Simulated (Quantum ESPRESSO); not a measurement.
# Collinear magnetic orders of CoO with Quantum ESPRESSO, part 2 of 2

Does CoO prefer parallel or opposed moments?

Quantum ESPRESSO 7.5; PBE with U = 3.5 eV on Co d (ortho-atomic projectors); plane waves with GBRV 1.5 PBE potentials, no spin-orbit coupling.

So far, absolute magnetization (μB): step 2 (start 1: ferro +) 3.02.

## Step 3: Run 2, typed as antiferro q=(0,1/2,1/2) +−

The cell is doubled to 4 atoms to hold this order. The wavevector q is in fractions of the reciprocal vectors of the crystal's primitive cell, as the cells of these inputs are built from it; moments change sign between cells as cos(2π q·R).

File pw.in:

```
&CONTROL
  calculation = 'scf'
  prefix = 'pwscf'
  outdir = './tmp'
  pseudo_dir = './pseudo'
  disk_io = 'nowf'
/
&SYSTEM
  ibrav = 0
  celldm(1) = 8
  nat = 4
  ntyp = 3
  ecutwfc = 40
  ecutrho = 280
  nbnd = 32
  occupations = 'smearing'
  smearing = 'fd'
  degauss = 0.00367493
  nspin = 2
  starting_magnetization(1) = 0.1765
  starting_magnetization(2) = -0.1765
  starting_magnetization(3) = 0
/
&ELECTRONS
  conv_thr = 8d-09
  electron_maxstep = 150
  mixing_beta = 0.3
/
ATOMIC_SPECIES
Co1    58.9332 co_pbe_v1.2.uspp.F.UPF
Co2    58.9332 co_pbe_v1.2.uspp.F.UPF
O      15.9990 o_pbe_v1.2.uspp.F.UPF
CELL_PARAMETERS alat
   0.0000000000000    0.5034939043300    0.5034939043300
   1.0069878086600    0.0000000000000    1.0069878086600
   1.0069878086600    0.5034939043300    0.5034939043300
ATOMIC_POSITIONS crystal
Co1     0.0000000000    0.0000000000    0.0000000000
Co2     0.0000000000    0.5000000000    0.0000000000
O       0.5000000000    0.0000000000    0.5000000000
O       0.5000000000    0.5000000000    0.5000000000
K_POINTS automatic
10 5 10 0 0 0
HUBBARD {ortho-atomic}
U Co1-3d 3.5000
U Co2-3d 3.5000
```

Command:

```sh
$ OMP_NUM_THREADS=1 mpirun -n 2 pw.x -nk 2 -in pw.in > pw.out
```

What it wrote:

```text
[banner, memory and clock lines left out]
Program PWSCF v.7.5 starts

     Message from routine setup:
     using ibrav=0 with symmetry is DISCOURAGED, use correct ibrav instead

     bravais-lattice index     =            0
     lattice parameter (alat)  =       8.0000  a.u.
     unit-cell volume          =     261.4042 (a.u.)^3
     number of atoms/cell      =            4
     number of atomic types    =            3
     number of electrons       =        46.00
     number of Kohn-Sham states=           32
     kinetic-energy cutoff     =      40.0000  Ry
     charge density cutoff     =     280.0000  Ry
     scf convergence threshold =      8.0E-09
     mixing beta               =       0.3000
     number of iterations used =            8  plain     mixing
     Exchange-correlation= SLA  PW   PBE  PBE
                           (   1   4   3   4   0   0   0)
     Hubbard projectors: ortho-atomic
     Hubbard parameters of DFT+U (Dudarev formulation) in eV:
     U(Co1-3d) =  3.5000
     U(Co2-3d) =  3.5000

     Internal variables: lda_plus_u =T, lda_plus_u_kind = 0

     Internal variables: orbital_resolved =F, hub_pot_fix =F, apply_U = F

     celldm(1)=   8.000000  celldm(2)=   0.000000  celldm(3)=   0.000000
     celldm(4)=   0.000000  celldm(5)=   0.000000  celldm(6)=   0.000000

     crystal axes: (cart. coord. in units of alat)
               a(1) = (   0.000000   0.503494   0.503494 )
               a(2) = (   1.006988   0.000000   1.006988 )
               a(3) = (   1.006988   0.503494   0.503494 )

     reciprocal axes: (cart. coord. in units 2 pi/alat)
               b(1) = ( -0.993061  0.993061  0.993061 )
               b(2) = ( -0.000000 -0.993061  0.993061 )
               b(3) = (  0.993061  0.993061 -0.993061 )

     PseudoPot. # 1 for Co read from file:
     co_pbe_v1.2.uspp.F.UPF
     Pseudo is Ultrasoft + core correction, Zval = 17.0

     PseudoPot. # 2 for Co read from file:
     co_pbe_v1.2.uspp.F.UPF
     Pseudo is Ultrasoft + core correction, Zval = 17.0

     PseudoPot. # 3 for O  read from file:
     o_pbe_v1.2.uspp.F.UPF
     Pseudo is Ultrasoft + core correction, Zval =  6.0

     atomic species   valence    mass     pseudopotential
     Co1              17.00    58.93320     Co( 1.00)
     Co2              17.00    58.93320     Co( 1.00)
     O                 6.00    15.99900     O ( 1.00)

     Starting magnetic structure
     atomic species   magnetization
     Co1             0.176
     Co2            -0.176
     O               0.000

     16 Sym. Ops., with inversion, found

   Cartesian axes

     site n.     atom                  positions (alat units)
         1        Co1    tau(   1) = (   0.0000000   0.0000000   0.0000000  )
         2        Co2    tau(   2) = (   0.5034939   0.0000000   0.5034939  )
         3        O      tau(   3) = (   0.5034939   0.5034939   0.5034939  )
         4        O      tau(   4) = (   1.0069878   0.5034939   1.0069878  )

     number of k points=    63  Fermi-Dirac smearing, width (Ry)=  0.0037
                       cart. coord. in units 2pi/alat
        k(    1) = (   0.0000000   0.0000000   0.0000000), wk =   0.0020000
        k(    2) = (   0.0993061   0.0993061  -0.0993061), wk =   0.0160000
        k(    3) = (   0.1986121   0.1986121  -0.1986121), wk =   0.0160000
        k(    4) = (   0.2979182   0.2979182  -0.2979182), wk =   0.0160000
        k(    5) = (   0.3972243   0.3972243  -0.3972243), wk =   0.0160000
        [... 58 further k-points ...]

     Dense  grid:    20743 G-vectors     FFT dimensions: (  32,  64,  54)

     Smooth grid:     8933 G-vectors     FFT dimensions: (  24,  45,  40)

     Check: negative core charge=   -0.000038
     Generating pointlists ...
     new r_m :   0.2077 (alat units)  1.6615 (a.u.) for type    1
     new r_m :   0.2077 (alat units)  1.6615 (a.u.) for type    2
     new r_m :   0.2077 (alat units)  1.6615 (a.u.) for type    3

     Initial potential from superposition of free atoms

     starting charge      44.0000, renormalised to      46.0000

     STARTING HUBBARD OCCUPATIONS:

     =================== HUBBARD OCCUPATIONS ===================
     ------------------------ ATOM    1 ------------------------
     Tr[ns(  1)] (up, down, total) =   5.00000  2.00000  7.00000
     Atomic magnetic moment for atom   1 =   3.00000
     [... lines left out ...]
     ------------------------ ATOM    2 ------------------------
     Tr[ns(  2)] (up, down, total) =   2.00000  5.00000  7.00000
     Atomic magnetic moment for atom   2 =  -3.00000
     [... lines left out ...]
     Number of occupied Hubbard levels =   14.0000

     Atomic wfc used for Hubbard projectors are orthogonalized

     Starting wfcs are   34 randomized atomic wfcs

     Self-consistent Calculation

     iteration #  1     ecut=    40.00 Ry     beta= 0.30
     Davidson diagonalization with overlap
     ethr =  1.00E-02,  avg # of iterations =  2.8

     =================== HUBBARD OCCUPATIONS ===================
     ------------------------ ATOM    1 ------------------------
     Tr[ns(  1)] (up, down, total) =   4.62114  0.90048  5.52161
     Atomic magnetic moment for atom   1 =   3.72066
     [... lines left out ...]
     ------------------------ ATOM    2 ------------------------
     Tr[ns(  2)] (up, down, total) =   0.90029  4.62084  5.52113
     Atomic magnetic moment for atom   2 =  -3.72055
     [... lines left out ...]
     Number of occupied Hubbard levels =   11.0427

     total energy              =    -657.53209708 Ry
     estimated scf accuracy    <      12.10885600 Ry

     total magnetization       =    -0.00 Bohr mag/cell
     absolute magnetization    =     7.65 Bohr mag/cell

     iteration #  2     ecut=    40.00 Ry     beta= 0.30
     Davidson diagonalization with overlap
     ethr =  1.00E-02,  avg # of iterations =  2.6

     total energy              =    -659.49345460 Ry
     estimated scf accuracy    <      10.40592863 Ry

     total magnetization       =     0.00 Bohr mag/cell
     absolute magnetization    =     2.15 Bohr mag/cell

     [... further iterations left out ...]

     iteration # 36     ecut=    40.00 Ry     beta= 0.30
     Davidson diagonalization with overlap
     ethr =  2.63E-11,  avg # of iterations =  1.3

     total energy              =    -661.18341542 Ry
     estimated scf accuracy    <       0.00000007 Ry

     total magnetization       =    -0.00 Bohr mag/cell
     absolute magnetization    =     5.15 Bohr mag/cell

     iteration # 37     ecut=    40.00 Ry     beta= 0.30
     Davidson diagonalization with overlap
     ethr =  2.63E-11,  avg # of iterations =  1.0

     Magnetic moment per site  (integrated on atomic sphere of radius R)
     atom   1 (R=0.208)  charge= 14.6327  magn=  2.3949
     atom   2 (R=0.208)  charge= 14.6328  magn= -2.3951
     atom   3 (R=0.208)  charge=  5.7623  magn= -0.0460
     atom   4 (R=0.208)  charge=  5.7623  magn=  0.0458

     End of self-consistent calculation

     =================== HUBBARD OCCUPATIONS ===================
     ------------------------ ATOM    1 ------------------------
     Tr[ns(  1)] (up, down, total) =   4.91049  2.44369  7.35418
     Atomic magnetic moment for atom   1 =   2.46680
     [... lines left out ...]
     ------------------------ ATOM    2 ------------------------
     Tr[ns(  2)] (up, down, total) =   2.44358  4.91058  7.35416
     Atomic magnetic moment for atom   2 =  -2.46700
     [... lines left out ...]
     Number of occupied Hubbard levels =   14.7083

     Number of k-points >= 100: set verbosity='high' to print the bands.

     the Fermi energy is    13.0839 ev

!    total energy              =    -661.18341542 Ry
     estimated scf accuracy    <          5.6E-09 Ry
     smearing contrib. (-TS)   =      -0.00569674 Ry
     internal energy E=F+TS    =    -661.17771869 Ry

     The total energy is F=E-TS. E is the sum of the following terms:
     one-electron contribution =    -366.39201752 Ry
     hartree contribution      =     210.18267750 Ry
     xc contribution           =     -80.06217257 Ry
     ewald contribution        =    -425.12572344 Ry
     Hubbard energy            =       0.21951734 Ry

     total magnetization       =    -0.00 Bohr mag/cell
     absolute magnetization    =     5.15 Bohr mag/cell

     convergence has been achieved in  37 iterations
```

Wall time 3.5 min (2 MPI ranks of Intel Xeon Platinum 8488C (Sapphire Rapids), shared host); peak memory 0.31 GiB; 6.5 min of CPU time.

Spin moment in the atom's sphere by atom:

```
atom  spin moment in the atom's sphere (μB)
 Co1                                   2.39
 Co2                                  -2.40
  O3                                  -0.05
  O4                                   0.05
```

Numbers from this step:

```
smearing term TS       : 0.07751 eV
magnetization          : 0 μB
absolute magnetization : 5.152 μB
final state            : antiferromagnetic
```

## Step 4: Start 3: antiferro q=(0,0,1/2) +−

The cell is doubled to 4 atoms to hold this order.

pw.in: that of step 3 with these lines changed.

```diff
@@ -34,11 +34,11 @@
    0.0000000000000    0.5034939043300    0.5034939043300
-   1.0069878086600    0.0000000000000    1.0069878086600
-   1.0069878086600    0.5034939043300    0.5034939043300
+   0.5034939043300    0.0000000000000    0.5034939043300
+   1.0069878086600    1.0069878086600    0.0000000000000
 ATOMIC_POSITIONS crystal
 Co1     0.0000000000    0.0000000000    0.0000000000
-Co2     0.0000000000    0.5000000000    0.0000000000
-O       0.5000000000    0.0000000000    0.5000000000
-O       0.5000000000    0.5000000000    0.5000000000
+Co2     0.0000000000    0.0000000000    0.5000000000
+O       0.5000000000    0.5000000000    0.2500000000
+O       0.5000000000    0.5000000000    0.7500000000
 K_POINTS automatic
-10 5 10 0 0 0
+10 10 5 0 0 0
 HUBBARD {ortho-atomic}
```

What it wrote:

```text
     [... lines left out ...]
Program PWSCF v.7.5 starts
     [... lines left out ...]
     number of atoms/cell      =            4
     [... lines left out ...]
     number of electrons       =        46.00
     number of Kohn-Sham states=           32
     kinetic-energy cutoff     =      40.0000  Ry
     charge density cutoff     =     280.0000  Ry
     scf convergence threshold =      8.0E-09
     [... lines left out ...]
     12 Sym. Ops., with inversion, found
     [... lines left out ...]
     number of k points=    58  Fermi-Dirac smearing, width (Ry)=  0.0037
     [... lines left out ...]
     iteration # 22     ecut=    40.00 Ry     beta= 0.30
     [... lines left out ...]
     Magnetic moment per site  (integrated on atomic sphere of radius R)
     atom   1 (R=0.208)  charge= 14.6057  magn=  2.5502
     atom   2 (R=0.208)  charge= 14.6057  magn= -2.5501
     atom   3 (R=0.208)  charge=  5.7818  magn=  0.0000
     atom   4 (R=0.208)  charge=  5.7818  magn=  0.0000
     [... lines left out ...]
     Tr[ns(  1)] (up, down, total) =   4.96276  2.34323  7.30599
     [... lines left out ...]
     Tr[ns(  2)] (up, down, total) =   2.34330  4.96276  7.30606
     [... lines left out ...]
     the Fermi energy is    13.1693 ev
!    total energy              =    -661.19545960 Ry
     estimated scf accuracy    <          2.5E-09 Ry
     smearing contrib. (-TS)   =      -0.00483831 Ry
     [... lines left out ...]
     total magnetization       =     0.00 Bohr mag/cell
     absolute magnetization    =     5.44 Bohr mag/cell
     convergence has been achieved in  22 iterations
```

The job ended after 87 s (2 MPI ranks; peak memory 0.29 GiB; 2.6 min of CPU time).

Spin moment in the atom's sphere by atom:

```
atom  spin moment in the atom's sphere (μB)
 Co1                                   2.55
 Co2                                  -2.55
  O3                                   0.00
  O4                                   0.00
```

Numbers from this step:

```
smearing term TS       : 0.06583 eV
magnetization          : 0 μB
absolute magnetization : 5.441 μB
final state            : antiferromagnetic
```

## Step 5: Energies of the orders

An order is kept where moments of 0.15 μB or more survive with the typed signs; meshes match where a doubled cell samples the same k points as the first cell.

Orders:

```
                     start        final state  typed order kept  energy over the lowest (meV a seeded atom)  largest site moment (μB)  net moment (μB a cell of the first run)  mesh matched  CPU time (s)
                   ferro +      ferromagnetic               yes                                       39.41                     2.611                                    2.991           yes          34.7
antiferro q=(0,1/2,1/2) +-  antiferromagnetic               yes                                       81.93                     2.395                                        0           yes         392.8
  antiferro q=(0,0,1/2) +-  antiferromagnetic               yes                                           0                      2.55                                        0           yes         158.6
```

## Step 6: Occupations of the corrected shells in the lowest state

Occupations of the Hubbard shells:

```
block  type  shell  spin  electrons             occupation numbers
    1   Co1     3d    up      4.963  0.989 0.989 0.995 0.995 0.995
    1   Co1     3d  down      2.343  0.143 0.143 0.671 0.671 0.715
    2   Co2     3d    up      2.343  0.143 0.143 0.671 0.671 0.715
    2   Co2     3d  down      4.963  0.989 0.989 0.995 0.995 0.995
```

## Step 7: Summary of results

```
lowest state found      : antiferromagnetic (from antiferro q=(0,0,1/2) +-)
largest site moment     : 2.55 μB
next state with moments : ferromagnetic, 39.4 meV a seeded atom higher
```

**Reading.** Only these 3 starts were compared; other wavevectors, canted and longer-period orders were not. The smearing term is large for its width, so states at the Fermi level are partly filled: at this level the cell is a metal or has a gap of a few widths at most. Degenerate orbitals of a corrected shell are partly filled. Whether a state of lower symmetry lies under this one was not tested; under a U it often does.

[Logs and program files are shortened in this print: banners, set-up blocks, solver, clock and traceback lines can be left out without a mark of their own.]

[Logs are printed without paths, hosts, clocks, repeated set-up lines and the standing remarks that a program may print on its own settings, such as how far it seeks lower states.]

[Hosts, paths, dates, database ids (printed as entryN), source tags and the programs' standing remarks are cut or masked in the printed files.]

[Where a cell is said to come from a database of computed structures, the database is the Materials Project.]
